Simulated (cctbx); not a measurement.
# From intensities to atoms

Cell a = 4.4540 Å, b = 4.4540 Å, c = 4.4540 Å, α = 90.00°, β = 90.00°, γ = 90.00°; space group Pm-3m (no. 221); content Ba1 Mn3.

The data are simulated with cctbx, not measured: Mo Kα, λ = 0.71073 Å, to d = 0.8 Å, 70 % of the full sphere, strongest reflection 5000 counts, noise from counting, a 1.5 % proportional error and a noise floor of 4 counts (s.d.); no absorption, and some extinction, which the refinements don't model.

Charge flipping in P1 on normalised amplitudes to 0.8 Å, δ = 1.2 σ, 10 % of the reflections treated as weak, 100 cycles:

```text
cycle      R  skewness
    0  0.437     0.58
    8  0.186     4.65
   16  0.120     4.19
   24  0.126     3.99
   32  0.126     3.99
   40  0.151     3.89
   48  0.145     3.91
   56  0.145     3.73
   64  0.136     3.86
   72  0.158     3.79
   80  0.141     3.66
   88  0.163     3.71
   96  0.161     3.75
origin shift          correlation  skewness
 0.472  0.405  0.866      0.983      9.01
 0.472  0.405  0.366      0.983      7.12
 0.472  0.906  0.867      0.982      4.83
 0.054  0.832  0.099      0.931      0.28
taken: symmetry correlation 0.983, skewness 9.01
peak      x       y       z  mult  height/sigma
Q1    0.5000  0.5000  0.5000    1     20.4
Q2    0.0000  0.0000  0.5000    3      7.7
Q3    0.3173  0.3173  0.5000   12      0.4
Q4    0.0000  0.2342  0.2342   12      0.2
Q5    0.0000  0.0000  0.2455    6      0.1
Q6    0.0000  0.5000  0.5000    3      0.1
Q7    0.2430  0.2430  0.2430    8     -0.0
```

The origin is taken among those within 0.04 of the best correlation, by the skewness of the map.

It took 1.1 s on 1 thread of AMD EPYC 7R13 Processor (Zen 3), on a shared host, peak memory 0.07 GiB.

**Question.** Which peaks are atoms, and which elements?

Heights go roughly as Z and multiplicities must add up to the content. First model: Q1 = Ba1 (1 in the cell, height 20.4) and Q2 = Mn1 (3 in the cell, height 7.7). Against the true structure, Q1 is Ba and Q2 is Mn; the other peaks are not atoms.

Least squares on F², isotropic:

```text
Rint 0.031, 33 unique reflections to 0.81 A
cycle     R1     wR2    GooF  max shift (A)
   1  0.0416  0.0828   5.457   0.00000
   2  0.0117  0.0233   1.537   0.00000
final R1 0.0117 wR2 0.0233 GooF 1.537  parameters 2  data/parameter 16.5
atom        x        y        z      Ueq    occ   su(xyz)  su(Uiso or U11)
Ba1    0.50000  0.50000  0.50000   0.0254  1.000  0.00000  0.0003
Mn1    0.00000  0.00000  0.50000   0.0242  1.000  0.00000  0.0004
difference map: max 0.47 min -0.54 rms 0.10
Q1    0.0000  0.0000  0.3856    6    0.48  0.51 A from Mn1
Q2    0.5000  0.5000  0.5000    1    0.18  0.00 A from Ba1
Q3    0.1800  0.1800  0.5000   12    0.15  1.13 A from Mn1
Q4    0.1926  0.3790  0.3790   24    0.15  1.57 A from Ba1
Q5    0.3056  0.3056  0.3056    8    0.11  1.50 A from Ba1
```

Anisotropic refinement:

```text
Rint 0.031, 33 unique reflections to 0.81 A
cycle     R1     wR2    GooF  max shift (A)
   1  0.0117  0.0233   1.562   0.00000
   2  0.0083  0.0154   1.030   0.00000
final R1 0.0083 wR2 0.0154 GooF 1.030  parameters 3  data/parameter 11.0
atom        x        y        z      Ueq    occ   su(xyz)  su(Uiso or U11)
Ba1    0.50000  0.50000  0.50000   0.0254  1.000  0.00000  0.0002
Mn1    0.00000  0.00000  0.50000   0.0242  1.000  0.00000  0.0003
difference map: max 0.16 min -0.24 rms 0.06
Q1    0.5000  0.5000  0.5000    1    0.17  0.00 A from Ba1
Q2    0.1607  0.5000  0.5000    6    0.15  1.51 A from Ba1
Q3    0.1876  0.3655  0.3655   24    0.13  1.63 A from Ba1
Q4    0.2675  0.2675  0.4218   24    0.10  1.51 A from Ba1
Q5    0.1564  0.1564  0.5000   12    0.08  0.99 A from Mn1
Q6    0.0000  0.3542  0.3542   12    0.07  1.71 A from Mn1
```

**Reading.** The refinement ends at R1 = 0.0083, wR2 = 0.0154, GooF = 1.03, with difference density between -0.24 and 0.16 e/Å³. Every site matches the true model in element, within 0.001 Å r.m.s., up to an allowed shift of origin.

True model:

```
atom  mult.    x    y  z  Ueq (Å²)
 Ba1      1    0    0  0    0.0260
 Mn1      3  1/2  1/2  0    0.0245
```

The model was made for the exercise: a known structure type with other elements put in, its volume estimated, not relaxed; displacement parameters are assumed.

[Middle refinement cycles are left out of these outputs.]

[Logs are printed without paths, hosts, clocks, repeated set-up lines and the standing remarks that a program may print on its own settings, such as how far it seeks lower states.]
